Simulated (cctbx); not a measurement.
# ZnFeCo3Se4 with cctbx, script by script

Library: cctbx 2025.11. The data are simulated by the first script.

## 1. Simulate the data

run.py:

```python
from cctbx import adptbx, crystal, miller, sgtbx, xray
from cctbx.array_family import flex
from iotbx.shelx import hklf
from scitbx import matrix
import scitbx.random

cs = crystal.symmetry(unit_cell=(5.67, 5.67, 5.67, 90, 90, 90), space_group_symbol='Hall: P -4 2 3')  # P-43m
atoms = [  # label, site, U (iso, or U11 U22 U33 U12 U13 U23 in A^2), occupancy
    ("Se1", (0.7577, 0.2423, 0.7577), (0.0087, 0.0087, 0.0087, -0.0003, 0.0003, -0.0003), 1),
    ("Zn1", (0.5, 0.5, 0.5), (0.0081, 0.0081, 0.0081, -0.0000, -0.0000, -0.0000), 1),
    ("Co1", (0.5, 0, 0), (0.0056, 0.0041, 0.0041, 0.0000, 0.0000, 0.0000), 1),
    ("Fe1", (0, 0, 0), (0.0142, 0.0142, 0.0142, -0.0000, -0.0000, 0.0000), 1),
]
xs = xray.structure(crystal_symmetry=cs)
for label, site, u, occ in atoms:
    u = adptbx.u_cif_as_u_star(cs.unit_cell(), u) if isinstance(u, tuple) else u
    xs.add_scatterer(xray.scatterer(label, site=site, u=u, occupancy=occ))
xs.set_inelastic_form_factors(0.7749, "sasaki")
xs.show_summary()
p1 = xs.expand_to_p1()
ms = miller.build_set(p1, anomalous_flag=True, d_min=0.65)
flex.set_random_seed(991365)
scitbx.random.set_random_seed(991365)
ms = ms.select(flex.random_double(ms.size()) < 0.5)
i = ms.structure_factors_from_scatterers(p1, algorithm="direct").f_calc().as_intensity_array().data()
i = i * 20000 / flex.max(i)
sig = flex.sqrt(i + flex.pow2(0.02 * i) + 2 ** 2)
noise = scitbx.random.variate(scitbx.random.normal_distribution())(i.size())
data = ms.array(data=i + sig * noise, sigmas=sig).set_observation_type_xray_intensity()
with open("data.hkl", "w") as f:
    data.export_as_shelx_hklf(f)
print("reflections written:", data.size(), " <I/sigma> = %.1f" % flex.mean(data.data() / data.sigmas()))
for h, a, b in list(data.sort("data"))[:12]:
    print("%4d%4d%4d %9.1f %7.1f" % (h + (a, b)))
```

```console
$ python run.py
```

```text
Number of scatterers: 4
At special positions: 4
Unit cell: (5.67, 5.67, 5.67, 90, 90, 90)
Space group: P -4 3 m (No. 215)
reflections written: 1365  <I/sigma> = 12.2
   2   2   0   20180.4   424.3
   0  -2  -2   19834.8   424.3
   0   2  -2   19770.3   424.3
   2  -2   0   19542.2   424.3
   0   0  -4   13552.7   288.3
   0   4   0   13516.3   288.3
   0   0   4   13081.4   288.3
   0  -4   0   12699.3   288.3
   1   1  -1   10378.5   227.6
  -1  -1  -1   10043.4   227.6
   4   2  -2    9904.1   211.7
  -2   4   2    9676.3   211.7
```

Run time: 0.22 s on 1 thread of Arm Neoverse V2, with other jobs on the host, peak memory 0.07 GiB.

## 2. Symmetry

run.py:

```python
from cctbx import crystal, sgtbx, statistics
from cctbx.array_family import flex
from iotbx.shelx import hklf

p1 = crystal.symmetry(unit_cell=(5.67, 5.67, 5.67, 90, 90, 90), space_group_symbol="P 1")
raw = hklf.reader(file_name="data.hkl").as_miller_arrays(crystal_symmetry=p1, anomalous=True)[0]
print(raw.size(), "reflections to d = %.3f A" % raw.d_min())
isig = raw.data() / raw.sigmas()
print("centring   violations  <I/sigma> of those")
best = "P"
for c in "ABCIRF":
    a = raw.customized_copy(space_group_info=sgtbx.space_group_info("Hall: %s 1" % c)).sys_absent_flags().data()
    m = flex.mean(isig.select(a))
    print("%5s %10d of %5d %8.1f" % (c, (isig.select(a) > 4).count(True), a.count(True), m))
    if (isig.select(a) > 4).count(True) < 0.01 * a.count(True):
        best = c
raw = raw.select(~raw.customized_copy(space_group_info=sgtbx.space_group_info("Hall: %s 1" % best)).sys_absent_flags().data())
isig = raw.data() / raw.sigmas()
rows = []
for s in sgtbx.space_group_symbol_iterator():
    g = sgtbx.space_group(s)
    if g.conventional_centring_type_symbol() != best or not g.is_compatible_unit_cell(p1.unit_cell(), 1e-3, 0.02):
        continue
    rows.append((s, g))
print("Laue class    unique    Rint  (classes that these axes allow; Friedel mates merged)")
rint = {}
for s, g in rows:
    laue = g.build_derived_patterson_group()
    key = laue.type().hall_symbol()
    if key not in rint:
        m = raw.customized_copy(space_group_info=laue.info(), anomalous_flag=False).merge_equivalents()
        rint[key] = m.r_int()
        print("%-14s %6d %7.3f" % (laue.type().lookup_symbol(), m.array().size(), m.r_int()))
floor = min(rint.values())
good = [(s, g) for s, g in rows if rint[g.build_derived_patterson_group().type().hall_symbol()] < 2 * floor + 0.03]
top = max(g.build_derived_patterson_group().order_z() for s, g in good)
print("space group    extra absences  I>4sigma  <I/sigma>")
for s, g in good:
    laue = g.build_derived_patterson_group()
    if laue.order_z() != top:
        continue
    a = raw.customized_copy(space_group_info=g.info()).sys_absent_flags().data()
    a &= ~raw.customized_copy(space_group_info=laue.info()).sys_absent_flags().data()
    bad = (isig.select(a) > 4).count(True)
    if bad <= 0.03 * a.count(True):
        print("%-16s %8d %10d %9s  %s" % (s.universal_hermann_mauguin(), a.count(True), bad, "%.1f" % flex.mean(isig.select(a)) if a.count(True) else "-", "centric" if g.is_centric() else "acentric"))
laue = max(good, key=lambda t: t[1].build_derived_patterson_group().order_z())[1].build_derived_patterson_group()
f = raw.customized_copy(space_group_info=laue.info(), anomalous_flag=False).merge_equivalents().array().eliminate_sys_absent().f_sq_as_f()
f.set_observation_type_xray_amplitude()
bins = max(3, min(8, f.size() // 12))
f.setup_binner(n_bins=bins)
w = statistics.wilson_plot(f, {e: n / laue.order_z() for e, n in {'Se': 4.0, 'Zn': 1.0, 'Co': 3.0, 'Fe': 1.0}.items()}, e_statistics=True)
print("Wilson B = %.2f A^2   <|E^2-1|> = %.3f (0.968 centric, 0.736 acentric)   E^2>4: %.1f %%" % (w.wilson_b, w.mean_e_sq_minus_1, w.percent_e_sq_gt_2))
print("shell (A)         n   <I/sigma>")
m = raw.customized_copy(space_group_info=laue.info(), anomalous_flag=False).merge_equivalents().array().eliminate_sys_absent()
for b in m.setup_binner(n_bins=bins).range_used():
    sel = m.binner().selection(b)
    print("%5.2f - %4.2f %6d %8.1f" % (min(m.binner().bin_d_range(b)[0] if m.binner().bin_d_range(b)[0] > 0 else 99, 99), m.binner().bin_d_range(b)[1], sel.count(True), flex.mean((m.data() / m.sigmas()).select(sel))))
```

```console
$ python run.py
```

```text
1365 reflections to d = 0.650 A
centring   violations  <I/sigma> of those
    A        506 of   662      7.4
    B        492 of   644      7.4
    C        534 of   698      7.5
    I        486 of   672     13.1
    R        679 of   906     12.0
    F        766 of  1002      7.4
Laue class    unique    Rint  (classes that these axes allow; Friedel mates merged)
P -1             1036   0.038
P 1 2/m 1         690   0.032
P 1 1 2/m         675   0.034
P 2/m 1 1         690   0.033
P m m m           425   0.034
P 4/m             372   0.034
P 4/m m m         243   0.035
R -3 :R           460   0.032
R -3 m :R         279   0.034
P m -3            152   0.036
P m -3 m          101   0.037
space group    extra absences  I>4sigma  <I/sigma>
P 4 3 2                 0          0         -  acentric
P -4 3 m                0          0         -  acentric
P m -3 m                0          0         -  centric
Wilson B = 0.54 A^2   <|E^2-1|> = 1.028 (0.968 centric, 0.736 acentric)   E^2>4: 3.0 %
shell (A)         n   <I/sigma>
 5.67 - 1.30     20     41.0
 1.30 - 1.03     13     36.3
 1.03 - 0.90     11     30.5
 0.90 - 0.82     10     37.6
 0.82 - 0.76     14     29.6
 0.76 - 0.72     10     42.7
 0.72 - 0.68     12     29.0
 0.68 - 0.65     11     34.0
```

Time: 0.37 s.

## 3. Patterson map

run.py:

```python
from cctbx import crystal, maptbx
from iotbx.shelx import hklf

cs = crystal.symmetry(unit_cell=(5.67, 5.67, 5.67, 90, 90, 90), space_group_symbol='Hall: P -4 2 3')  # P-43m
raw = hklf.reader(file_name="data.hkl").as_miller_arrays(crystal_symmetry=cs, anomalous=True)[0]
merged = raw.eliminate_sys_absent().merge_equivalents()
fo2 = merged.array().set_observation_type_xray_intensity()
f = fo2.average_bijvoet_mates().f_sq_as_f()
pm = f.patterson_map(symmetry_flags=maptbx.use_space_group_symmetry, sharpening=False, resolution_factor=0.25)
peaks = pm.peak_search(parameters=maptbx.peak_search_parameters(min_distance_sym_equiv=0.4, max_clusters=14)).all()
top = peaks.heights()[0]
print("Patterson group", f.patterson_symmetry().space_group_info())
print("      u       v       w   height  length (A)")
for x, h in zip(peaks.sites(), peaks.heights()):
    y = [t - round(t) for t in x]
    print("%7.3f %7.3f %7.3f %8.1f %8.2f" % (x + (1000 * h / top, cs.unit_cell().length(y))))
```

```console
$ python run.py
```

```text
Patterson group P m -3 m
      u       v       w   height  length (A)
  0.000   0.000   0.000   1000.0     0.00
  0.000   0.500   0.500    885.6     4.01
  0.249   0.249   0.249    520.4     2.44
  0.500   0.500   0.500    140.3     4.91
  0.000   0.000   0.500    124.8     2.84
  0.090   0.090   0.090     12.7     0.89
  0.076   0.420   0.420      9.0     3.40
  0.000   0.000   0.154      7.0     0.88
  0.155   0.500   0.500      6.4     4.10
  0.159   0.159   0.159      5.5     1.56
  0.000   0.085   0.141      4.2     0.93
  0.163   0.344   0.344      4.2     2.91
  0.139   0.444   0.444      3.2     3.65
  0.129   0.391   0.500      2.2     3.67
```

Time: 0.23 s.

## 4. Charge flipping

run.py:

```python
import itertools
from cctbx import crystal, maptbx
from cctbx.array_family import flex
from iotbx.shelx import hklf
from smtbx.ab_initio import charge_flipping as cf

cs = crystal.symmetry(unit_cell=(5.67, 5.67, 5.67, 90, 90, 90), space_group_symbol='Hall: P -4 2 3')  # P-43m
raw = hklf.reader(file_name="data.hkl").as_miller_arrays(crystal_symmetry=cs, anomalous=True)[0]
merged = raw.eliminate_sys_absent().merge_equivalents()
fo2 = merged.array().set_observation_type_xray_intensity()
f = fo2.average_bijvoet_mates().f_sq_as_f().resolution_filter(d_min=0.9)
p1 = f.expand_to_p1()
p1.setup_binner_counting_sorted(reflections_per_bin=max(40, p1.size() // 12))
work = p1.array(data=p1.data() / p1.amplitude_quasi_normalisations().data())
flex.set_random_seed(63192)
it = cf.weak_reflection_improved_iterator(delta=None, weak_reflection_fraction=0.2)
it.start(work, phases=flex.random_double(p1.size()) * 6.2832, f_000=0)
it.delta = 1.1 * it.rho_map.sigma()
print("cycle      R  skewness")
for n, st in enumerate(itertools.islice(it, 300)):
    if n % 25 == 0:
        print("%5d %6.3f %8.2f" % (n, st.r1_factor(), st.rho_map.skewness()))
rho = p1.phase_transfer(it.f_calc).fft_map().apply_volume_scaling()
polish = cf.low_density_elimination_iterator(constant_rho_c=rho.sigma())
polish.start(f_obs=p1, phases=it.f_calc, f_000=0)
for _ in range(8):
    next(polish)
print("origin shift          correlation  skewness")
maps = []
for fc, shift, cc in itertools.islice(cf.f_calc_symmetrisations(f, polish.f_calc, 0), 4):
    m = f.phase_transfer(fc).fft_map(symmetry_flags=maptbx.use_space_group_symmetry, resolution_factor=0.25).apply_sigma_scaling()
    maps.append((m.skewness(), cc, m))
    print("%6.3f %6.3f %6.3f %10.3f %9.2f" % (tuple(shift) + (cc, m.skewness())))
skew, cc, m = max((t for t in maps if t[1] > maps[0][1] - 0.04), key=lambda t: t[0])
print("taken: symmetry correlation %.3f, skewness %.2f" % (cc, skew))
peaks = m.peak_search(parameters=maptbx.peak_search_parameters(min_distance_sym_equiv=0.9, max_clusters=9)).all()
sps = cs.special_position_settings(min_distance_sym_equiv=0.5)
print("peak      x       y       z  mult  height/sigma")
for k, (x, h) in enumerate(zip(peaks.sites(), peaks.heights())):
    ss = sps.site_symmetry(x)
    print("Q%-3d %7.4f %7.4f %7.4f %4d %8.1f" % ((k + 1,) + tuple(t % 1 for t in ss.exact_site()) + (ss.multiplicity(), h)))
```

```console
$ python run.py
```

```text
cycle      R  skewness
    0  0.596     0.21
   25  0.345     3.05
   50  0.336     3.03
   75  0.346     3.09
  100  0.327     3.01
  125  0.343     3.03
  150  0.335     2.91
  175  0.314     2.97
  200  0.318     3.08
  225  0.332     2.94
  250  0.343     3.00
  275  0.334     3.07
origin shift          correlation  skewness
 0.419  0.043  0.885      0.983      5.31
 0.419  0.543  0.885      0.983      4.90
 0.169  0.293  0.635      0.983      4.96
 0.169  0.793  0.135      0.983      5.05
taken: symmetry correlation 0.983, skewness 5.31
peak      x       y       z  mult  height/sigma
Q1    0.0000  0.5000  0.5000    3     13.5
Q2    0.0000  0.0000  0.0000    1      8.8
Q3    0.2557  0.2557  0.7443    4      5.4
Q4    0.2531  0.2531  0.2531    4      4.6
Q5    0.1279  0.1279  0.8721    4      1.2
Q6    0.1124  0.3575  0.6425   12      1.2
Q7    0.0830  0.0830  0.5443   12      1.1
Q8    0.2400  0.5000  0.5000    6      0.7
Q9    0.0000  0.0000  0.2365    6      0.6
```

Time: 0.36 s.

## 5. Refinement (model from the peaks)

run.py:

```python
import math
from cctbx import adptbx, crystal, maptbx, sgtbx, xray
from cctbx.array_family import flex
from cctbx.xray import observations
from iotbx.shelx import hklf
from scitbx.lstbx import normal_eqns_solving
from smtbx import absolute_structure, utils
from smtbx.refinement import constraints, least_squares

cs = crystal.symmetry(unit_cell=(5.67, 5.67, 5.67, 90, 90, 90), space_group_symbol='Hall: P -4 2 3')  # P-43m
atoms = [  # label, site, U (iso, or U11 U22 U33 U12 U13 U23 in A^2), occupancy
    ("Se1", (0, 0.5, 0.5), 0.0200, 1),
    ("Se2", (0, 0, 0), 0.0200, 1),
]
xs = xray.structure(crystal_symmetry=cs)
for label, site, u, occ in atoms:
    u = adptbx.u_cif_as_u_star(cs.unit_cell(), u) if isinstance(u, tuple) else u
    xs.add_scatterer(xray.scatterer(label, site=site, u=u, occupancy=occ))
xs.set_inelastic_form_factors(0.7749, "sasaki")
raw = hklf.reader(file_name="data.hkl").as_miller_arrays(crystal_symmetry=cs, anomalous=True)[0]
merged = raw.eliminate_sys_absent().merge_equivalents()
fo2 = merged.array().set_observation_type_xray_intensity()
print("Rint %.3f, %d unique reflections to %.2f A" % (merged.r_int(), fo2.size(), fo2.d_min()))
for sc in xs.scatterers():
    sc.flags.set_grad_site(True)
    sc.flags.set_grad_u_aniso(sc.flags.use_u_aniso())
    sc.flags.set_grad_u_iso(sc.flags.use_u_iso())
obs = fo2.as_xray_observations()
extra = {}
rep = constraints.reparametrisation(xs, [], utils.connectivity_table(xs), **extra)
ls = least_squares.crystallographic_ls(obs, rep, weighting_scheme=least_squares.mainstream_shelx_weighting(a=0, b=0))
print("cycle     R1     wR2    GooF  max shift (A)")
for cycle in range(6):
    ls.build_up()
    r1, wr2, goof = ls.r1_factor(cutoff_factor=2)[0], ls.wR2(), ls.goof()
    old = xs.sites_cart()
    normal_eqns_solving.levenberg_marquardt_iterations(ls, n_max_iterations=3, tau=0.0001, step_threshold=1e-7)
    big = flex.max((xs.sites_cart() - old).norms())
    print("%4d %7.4f %7.4f %7.3f %9.5f" % (cycle + 1, r1, wr2, goof, big))
    ls.build_up(objective_only=True)
    if abs(ls.wR2() - wr2) < 5e-5 and big < 5e-4:
        break
ls.build_up()
print("final R1 %.4f wR2 %.4f GooF %.3f  parameters %d  data/parameter %.1f" % (ls.r1_factor(cutoff_factor=2)[0], ls.wR2(), ls.goof(), ls.n_parameters, fo2.size() / ls.n_parameters))
cov = ls.covariance_matrix_and_annotations()
su = dict(zip(cov.annotations, (math.sqrt(max(v, 0)) for v in cov.matrix.matrix_packed_u_diagonal())))
a2 = cs.unit_cell().reciprocal_parameters()[0] ** -2
print("atom        x        y        z      Ueq    occ   su(xyz)  su(Uiso or U11)")
for sc in xs.scatterers():
    s = max(su.get(sc.label + k, 0) for k in (".x", ".y", ".z"))
    npd = "" if sc.is_positive_definite_u(cs.unit_cell()) else "  NPD"
    print("%-5s %8.5f %8.5f %8.5f %8.4f %6.3f %8.5f %7.4f%s" % ((sc.label,) + sc.site + (sc.u_iso_or_equiv(cs.unit_cell()), sc.occupancy, s, su.get(sc.label + ".uiso", su.get(sc.label + ".u11", 0) * a2), npd)))
fo = fo2.f_sq_as_f()
fc = fo.structure_factors_from_scatterers(xs, algorithm="direct").f_calc()
diff = fo.f_obs_minus_f_calc(1 / math.sqrt(ls.scale_factor()), fc).average_bijvoet_mates()
m = diff.fft_map(symmetry_flags=maptbx.use_space_group_symmetry, resolution_factor=0.25).apply_volume_scaling()
print("difference map: max %.2f min %.2f rms %.2f" % (m.statistics().max(), m.statistics().min(), m.statistics().sigma()))
peaks = m.peak_search(parameters=maptbx.peak_search_parameters(min_distance_sym_equiv=0.6, max_clusters=7)).all()
near = xs.closest_distances(peaks.sites(), distance_cutoff=4)
sps = cs.special_position_settings(min_distance_sym_equiv=0.5)
for k, (x, h) in enumerate(zip(peaks.sites(), peaks.heights())):
    ss = sps.site_symmetry(x)
    print("Q%-3d %7.4f %7.4f %7.4f %4d %7.2f  %.2f A from %s" % ((k + 1,) + tuple(t % 1 for t in ss.exact_site()) + (ss.multiplicity(), h, near.smallest_distances[k], xs.scatterers()[near.i_seqs[k]].label)))
```

```console
$ python run.py
```

```text
Rint 0.026, 165 unique reflections to 0.65 A
cycle     R1     wR2    GooF  max shift (A)
   1  0.9557  0.9978  43.885   0.00000
   2  0.8870  0.9913  43.600   0.00000
final R1 0.8870 wR2 0.9913 GooF 43.600  parameters 2  data/parameter 82.5
atom        x        y        z      Ueq    occ   su(xyz)  su(Uiso or U11)
Se1    0.00000  0.50000  0.50000   0.0001  1.000  0.00000  0.0262
Se2    0.00000  0.00000  0.00000   1.0000  1.000  0.00000 16.1603
difference map: max 1643.12 min -262.08 rms 70.90
Q1    0.0000  0.5000  0.5000    3 1643.12  0.00 A from Se1
Q2    0.2546  0.2546  0.2546    4  688.50  2.44 A from Se1
Q3    0.2547  0.2547  0.7453    4  681.27  2.44 A from Se1
Q4    0.0000  0.0000  0.0000    1  672.38  0.00 A from Se2
Q5    0.0000  0.3340  0.5000   12   47.16  0.94 A from Se1
Q6    0.0899  0.4039  0.4039   12   43.35  0.92 A from Se1
Q7    0.0906  0.4041  0.5959   12   43.27  0.93 A from Se1
```

Time: 0.37 s.

Figures of merit this high mean that the model is still wrong or incomplete.

## 6. Charge flipping

run.py, as its changes from the last script of this kind:

```diff
@@ -13,3 +13,2 @@
-p1.setup_binner_counting_sorted(reflections_per_bin=max(40, p1.size() // 12))
-work = p1.array(data=p1.data() / p1.amplitude_quasi_normalisations().data())
-flex.set_random_seed(63192)
+work = p1
+flex.set_random_seed(63193)
@@ -20,2 +19,2 @@
-for n, st in enumerate(itertools.islice(it, 300)):
-    if n % 25 == 0:
+for n, st in enumerate(itertools.islice(it, 600)):
+    if n % 50 == 0:
```

```console
$ python run.py
```

```text
cycle      R  skewness
    0  0.570     0.32
   50  0.340     2.90
  100  0.336     2.92
  150  0.339     3.02
  200  0.350     2.99
  250  0.340     2.92
  300  0.328     2.82
  350  0.337     2.98
  400  0.345     2.91
  450  0.326     2.89
  500  0.359     2.92
  550  0.343     3.00
origin shift          correlation  skewness
 0.235  0.307  0.404      0.925      0.66
 0.235  0.807  0.403      0.924      0.54
-0.015  0.057  0.654      0.926      0.49
-0.015  0.557  0.653      0.925      0.57
taken: symmetry correlation 0.925, skewness 0.66
peak      x       y       z  mult  height/sigma
Q1    0.3303  0.3303  0.5119   12      3.6
Q2    0.0000  0.0000  0.0000    1      3.3
Q3    0.1814  0.1814  0.5182   12      2.5
Q4    0.9934  0.1706  0.3252   24      2.4
Q5    0.0000  0.5000  0.5000    3      2.2
Q6    0.2670  0.2670  0.2670    4      1.1
Q7    0.0000  0.0000  0.5000    3      0.5
Q8    0.2982  0.2982  0.7018    4      0.3
Q9    0.1153  0.1153  0.1153    4     -0.3
```

It took 0.4 s on 1 thread of Arm Neoverse V2 (shared host), peak memory 0.07 GiB.

[Logs are printed without paths, hosts, clocks, repeated set-up lines and the standing remarks that a program may print on its own settings, such as how far it seeks lower states.]
